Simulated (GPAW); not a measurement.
**A GW chain in GPAW: KTlO2 (R-3m)**

Aim: the G0W0 gap of KTlO2 (R-3m) on LDA, step by step.

Method: LDA and many-body steps on it, plane waves, in GPAW 26.7.0.

This is a report of a sequence of runs, with the program logs left out and the cost of each run kept.

## 1. The system as given

Symmetry: R-3m, No. 166, trigonal system. Conventional cell: a = 3.454 Å, b = 3.454 Å, c = 18.307 Å, α = 90.00°, β = 90.00°, γ = 120.00°. K has 6 O at 2.72 Å nearest. Nearest to Tl lie 6 O at 2.33 Å. Nearest to O lie 3 Tl at 2.33 Å and 3 K at 2.72 Å. Farther neighbours, and contacts between anions beyond the nearest, are not listed.

Coordinates:

```cif
data_structure
_symmetry_space_group_name_H-M 'R-3m:H'
_symmetry_Int_Tables_number 166
_cell_length_a 3.4535
_cell_length_b 3.4535
_cell_length_c 18.3067
_cell_angle_alpha 90.000
_cell_angle_beta 90.000
_cell_angle_gamma 120.000
_cell_volume 189.09
loop_
_atom_site_label
_atom_site_type_symbol
_atom_site_symmetry_multiplicity
_atom_site_Wyckoff_symbol
_atom_site_fract_x
_atom_site_fract_y
_atom_site_fract_z
_atom_site_occupancy
K1 K 3 b 0.66667 0.33333 0.83333 1
Tl1 Tl 3 a 0.00000 0.00000 0.00000 1
O1 O 6 c 0.00000 0.00000 0.73208 1
```

The cell and positions are those that the Materials Project relaxed with its own functionals (PBE, PBE+U or r2SCAN), kept fixed.

## 2. Ground state

This step: GPAW 26.7.0; DFT, LDA, plane waves, PAW.

The ground-state density comes first.

run.py reads:

```python
import json
import numpy as np
from gpaw.mpi import world
from ase import Atoms
from gpaw import GPAW, PW, FermiDirac

atoms = Atoms(['K', 'Tl', 'O', 'O'],
    cell=[[1.7267621487, 0.9969465914, 6.1022399988],
      [-1.7267621487, 0.9969465914, 6.1022399988],
      [0.0000000000, -1.9938931827, 6.1022399988]],
    scaled_positions=[[0.5000000000, 0.5000000000, 0.5000000000],
      [0.0000000000, 0.0000000000, 0.0000000000],
      [0.7320842600, 0.7320842600, 0.7320842600],
      [0.2679157400, 0.2679157400, 0.2679157400]],
    pbc=(True, True, True))
calc = GPAW(mode=PW(600),
    xc='LDA',
    kpts={'size': (8, 8, 8), 'gamma': True},
    occupations=FermiDirac(0.001),
    nbands=-8,
    convergence={'density': 1e-6, 'bands': -3},
    maxiter=100,
    txt='gs.txt')
atoms.calc = calc
res = {'energy': atoms.get_potential_energy()}
kpts = calc.get_ibz_k_points()
res['kpts'] = kpts
res['eigenvalues'] = [calc.get_eigenvalues(kpt=k) for k in range(len(kpts))]
res['n_electrons'] = calc.get_number_of_electrons()
calc.write('gs.gpw')

if world.rank == 0:
    with open('result.json', 'w') as f:
        json.dump(res, f, default=lambda x: x.tolist())
```

Run with:

```
$ mpirun -n 4 gpaw python run.py
```

Wall time 31 s (4 MPI ranks of AMD EPYC 9R14 (Zen 4), shared host); peak memory 1.1 GiB; 2 min of CPU time.

Numbers from this step:

| Quantity | Value |
| --- | --- |
| total energy | -20.96 eV |
| gap | 0.8945 eV |
| k of the valence top | 0.5, 0.5, 0.5 |
| k of the conduction bottom | 0, 0, 0 |
| least direct gap | 1.015 eV |

The gap is indirect, with the least direct gap 0.12 eV higher.

## 3. Bands along the symmetry lines

Levels along a band path, at the cheap level, show where the edges lie and whether the meshes to come will hold them.

run.py reads:

```python
import json
import numpy as np
from gpaw.mpi import world
from gpaw import GPAW

path = [[0.000000, 0.000000, 0.000000],
    [0.062500, 0.062500, 0.062500],
    [0.125000, 0.125000, 0.125000],
    [0.187500, 0.187500, 0.187500],
    [0.250000, 0.250000, 0.250000],
    [0.312500, 0.312500, 0.312500],
    [0.375000, 0.375000, 0.375000],
    [0.437500, 0.437500, 0.437500],
    [0.500000, 0.500000, 0.500000],
    [0.539442, 0.460558, 0.500000],
    [0.578885, 0.421115, 0.500000],
    [0.618327, 0.381673, 0.500000],
    [0.657770, 0.342230, 0.500000],
    [0.697212, 0.302788, 0.500000],
    [0.736654, 0.263346, 0.500000],
    [0.776097, 0.223903, 0.500000],
    [0.815539, 0.184461, 0.500000],
    [0.500000, -0.184461, 0.184461],
    [0.500000, -0.161403, 0.161403],
    [0.500000, -0.138346, 0.138346],
    [0.500000, -0.115288, 0.115288],
    [0.500000, -0.092230, 0.092230],
    [0.500000, -0.069173, 0.069173],
    [0.500000, -0.046115, 0.046115],
    [0.500000, -0.023058, 0.023058],
    [0.500000, 0.000000, 0.000000],
    [0.437500, 0.000000, 0.000000],
    [0.375000, 0.000000, 0.000000],
    [0.312500, 0.000000, 0.000000],
    [0.250000, 0.000000, 0.000000],
    [0.187500, 0.000000, 0.000000],
    [0.125000, 0.000000, 0.000000],
    [0.062500, 0.000000, 0.000000],
    [0.000000, 0.000000, 0.000000],
    [0.042779, -0.042779, 0.000000],
    [0.085558, -0.085558, 0.000000],
    [0.128336, -0.128336, 0.000000],
    [0.171115, -0.171115, 0.000000],
    [0.213894, -0.213894, 0.000000],
    [0.256673, -0.256673, 0.000000],
    [0.299452, -0.299452, 0.000000],
    [0.342230, -0.342230, -0.000000],
    [0.657770, 0.000000, 0.342230],
    [0.638048, 0.000000, 0.361952],
    [0.618327, 0.000000, 0.381673],
    [0.598606, 0.000000, 0.401394],
    [0.578885, 0.000000, 0.421115],
    [0.559164, 0.000000, 0.440836],
    [0.539442, 0.000000, 0.460558],
    [0.519721, 0.000000, 0.480279],
    [0.500000, 0.000000, 0.500000],
    [0.437500, 0.000000, 0.437500],
    [0.375000, 0.000000, 0.375000],
    [0.312500, 0.000000, 0.312500],
    [0.250000, 0.000000, 0.250000],
    [0.187500, 0.000000, 0.187500],
    [0.125000, 0.000000, 0.125000],
    [0.062500, 0.000000, 0.062500],
    [0.000000, 0.000000, 0.000000]]
calc = GPAW('gs.gpw').fixed_density(kpts=path,
    symmetry='off',
    nbands=27,
    convergence={'bands': 23},
    txt='bands.txt')
res = {}
kpts = calc.get_ibz_k_points()
res['kpts'] = kpts
res['eigenvalues'] = [calc.get_eigenvalues(kpt=k) for k in range(len(kpts))]
res['n_electrons'] = calc.get_number_of_electrons()

if world.rank == 0:
    with open('result.json', 'w') as f:
        json.dump(res, f, default=lambda x: x.tolist())
```

Run with:

```
$ mpirun -n 4 gpaw python run.py
```

Run time: 31 s. Hardware: 4 MPI ranks; peak memory 1.2 GiB; 2.1 min of CPU time.

Read from the output:

```yaml
gap: 0.8945 eV
k_of_the_valence_top: 0.5, 0.5, 0.5
k_of_the_conduction_bottom: 0, 0, 0
least_direct_gap: 1.015 eV
```

The gap is 0.895 eV, as in the run before at this level.

The electronic bands at the labelled points (eV, zero at the top of the highest filled band):

| point | band 14 | band 15 | band 16 | band 17 | band 18 | band 19 | band 20 | band 21 |
| --- | --- | --- | --- | --- | --- | --- | --- | --- |
| Γ | -0.94 | -0.63 | -0.12 | -0.12 | 0.89 | 5.16 | 5.96 | 8.97 |
| halfway | -1.00 | -1.00 | -0.06 | -0.06 | 1.45 | 4.75 | 5.88 | 8.95 |
| T | -1.04 | -1.04 | 0.00 | 0.00 | 1.96 | 4.32 | 5.79 | 8.93 |
| halfway | -1.71 | -1.09 | -0.53 | -0.19 | 2.97 | 5.94 | 7.32 | 7.39 |
| H2 | -2.39 | -2.17 | -0.38 | -0.32 | 4.05 | 6.98 | 7.31 | 8.03 |
| jump to H0 | -2.39 | -2.17 | -0.38 | -0.32 | 4.05 | 6.98 | 7.31 | 8.03 |
| halfway | -2.05 | -1.74 | -0.47 | -0.27 | 3.87 | 6.03 | 7.13 | 8.44 |
| L | -1.98 | -1.73 | -0.20 | -0.03 | 3.73 | 5.21 | 6.57 | 9.04 |
| halfway | -1.42 | -1.28 | -0.58 | -0.11 | 2.68 | 5.85 | 6.95 | 7.98 |
| Γ | -0.94 | -0.63 | -0.12 | -0.12 | 0.89 | 5.16 | 5.96 | 8.97 |
| halfway | -1.85 | -1.06 | -0.51 | -0.50 | 3.08 | 6.20 | 6.98 | 7.63 |
| S0 | -2.35 | -2.20 | -0.43 | -0.30 | 4.04 | 6.96 | 7.38 | 8.16 |
| jump to S2 | -2.35 | -2.20 | -0.43 | -0.30 | 4.04 | 6.96 | 7.38 | 8.16 |
| halfway | -2.17 | -1.69 | -0.42 | -0.20 | 3.79 | 6.39 | 6.56 | 8.36 |
| F | -1.85 | -1.35 | -0.51 | -0.18 | 3.49 | 5.91 | 6.10 | 8.78 |
| halfway | -1.42 | -1.22 | -0.47 | -0.09 | 2.84 | 5.83 | 6.46 | 8.34 |
| Γ | -0.94 | -0.63 | -0.12 | -0.12 | 0.89 | 5.16 | 5.96 | 8.97 |

## 4. Empty states on the mesh, 4×4×4 mesh, 85 bands

The sums over transitions need many empty states on a uniform mesh; this step solves for them.

run.py reads:

```python
import json
import numpy as np
from gpaw.mpi import world
from gpaw import GPAW

calc = GPAW('gs.gpw').fixed_density(kpts={'size': (4, 4, 4), 'gamma': True},
    nbands=99,
    convergence={'bands': 85},
    txt='nscf.txt')
calc.write('full.gpw', mode='all')
res = {}
kpts = calc.get_ibz_k_points()
res['kpts'] = kpts
res['eigenvalues'] = [calc.get_eigenvalues(kpt=k) for k in range(len(kpts))]
res['n_electrons'] = calc.get_number_of_electrons()

if world.rank == 0:
    with open('result.json', 'w') as f:
        json.dump(res, f, default=lambda x: x.tolist())
```

Run with:

```
$ mpirun -n 4 gpaw python run.py
```

Wall time 27 s (4 MPI ranks); peak memory 1.2 GiB; 1.8 min of CPU time.

Read from the output:

* gap: 0.8945 eV
* k of the valence top: 0.5, 0.5, 0.5
* k of the conduction bottom: 0, 0, 0
* least direct gap: 1.015 eV
* k points computed: 13
* lowest point of the top converged band, above the valence top: 53.5990 eV

On this mesh the gap is 0.895 eV.

## 5. Screening and self-energy, 4×4×4 mesh, 75 bands, screening to 65 eV

G0W0 replaces the xc potential by the self-energy, built once from these orbitals. Only a window of levels is corrected, while the sums run over the empty bands that the input names.

This step: G0W0 on LDA, plane waves, PAW.

run.py reads:

```python
import json
import numpy as np
from gpaw.mpi import world
from gpaw.response.g0w0 import G0W0

gw = G0W0('full.gpw',
    filename='gw',
    kpts=[0, 12],
    bands=(15, 19),
    ecut=65,
    nbands=75,
    integrate_gamma='WS',
    ppa=True)
gw.calculate()
res = {mode: {k: v for k, v in r.items() if k != 'sigma_eskwn'}
       for mode, r in gw.all_results.items()}

if world.rank == 0:
    with open('result.json', 'w') as f:
        json.dump(res, f, default=lambda x: x.tolist())
```

Run with:

```
$ mpirun -n 4 gpaw python run.py
```

Wall time 77 s (4 MPI ranks); peak memory 2.6 GiB.

Read from the output:

```yaml
g0w0_gap_on_the_mesh: 1.810 eV
least_direct_g0w0_gap_on_the_computed_points: 1.944 eV
z_at_the_valence_top: 0.7628
z_at_the_conduction_bottom: 0.8107
starting_gap_on_the_mesh: 0.8945 eV
k_of_the_valence_top: 0.5, 0.5, 0.5
k_of_the_conduction_bottom: 0, 0, 0
```

The gap on the mesh goes from 0.89 eV to 1.81 eV, a correction of +0.92 eV.

Limits: finite bands, cutoff and mesh; no spin-orbit coupling. v1 is the top filled band, c1 the lowest empty one. The levels before and after the correction (eV, zero at the valence-band top of each column):

|  | conduction bottom | valence top |
| --- | --- | --- |
| Kohn-Sham | 0.89 | 0.00 |
| G0W0 | 1.81 | 0.00 |

|  | level | energy (eV) |
| --- | --- | --- |
| Kohn-Sham | Γ v2-v1 | -0.120 |
| Kohn-Sham | Γ c1 | 0.895 |
| Kohn-Sham | Γ c2 | 5.157 |
| Kohn-Sham | (0.5 0.5 0.5) v2-v1 | 0.000 |
| Kohn-Sham | (0.5 0.5 0.5) c1 | 1.956 |
| Kohn-Sham | (0.5 0.5 0.5) c2 | 4.325 |
| G0W0 | Γ v2-v1 | -0.134 |
| G0W0 | Γ c1 | 1.810 |
| G0W0 | Γ c2 | 6.136 |
| G0W0 | (0.5 0.5 0.5) v2-v1 | 0.000 |
| G0W0 | (0.5 0.5 0.5) c1 | 3.165 |
| G0W0 | (0.5 0.5 0.5) c2 | 5.291 |

## 6. Where the time went

Times are wall times on 4 MPI ranks of AMD EPYC 9R14 (Zen 4), shared host, good to a factor of about two.

| step | time | share | memory (GiB) |
| --- | --- | --- | --- |
| ground state | 31 s | 18 % | 1.1 |
| bands along the symmetry lines | 31 s | 19 % | 1.2 |
| empty states on the mesh | 27 s | 16 % | 1.2 |
| screening and self-energy | 77 s | 46 % | 2.6 |

## 7. Results

```
LDA gap              : 0.89 eV, indirect
G0W0 gap on the mesh : 1.81 eV
GW settings          : 4×4×4 mesh, 75 bands, screening to 65 eV, Godby-Needs plasmon pole
known limits         : short of the basis limit; no spin-orbit coupling
```

G0W0 moves the gap on the mesh from 0.89 eV to 1.81 eV (+0.92 eV), with Z of 0.76 and 0.81 at the edges. The dearest step here is «screening and self-energy». Bands and cutoff are finite, so the gap stands short of the basis limit, usually by up to a few tenths of an eV; the mesh is an error of its own. Where an edge is built on 6p states of lead, bismuth or thallium, scalar-relativistic gaps usually stand too wide, by a few tenths to over one eV. The many-body steps are scalar-relativistic: spin-orbit coupling is not in them.

[Long decimals in the printed logs are rounded to 6 places.]

[Logs are printed without paths, hosts, clocks, repeated set-up lines and the standing remarks that a program may print on its own settings, such as how far it seeks lower states.]

[Paths, hosts, dates, memory and timing lines, banners, echoed tables and standing remarks are left out of the program output; an Ansatz launch command may be rebuilt from the run's recorded settings. Measured values are a selection of at most five: reports struck by readers or far from the other reports are left out. None is set beside runs whose start may be inverted or whose files or cutoffs have a known fault.]

[Runs of the session that timed out or met a known fault of the program may be left out.]

[Hosts, paths, dates, database ids (printed as entryN), source tags and the programs' standing remarks are cut or masked in the printed files.]

[Where the starting crystal was built by hand or by swapping elements, it need not be the compound's stable phase.]
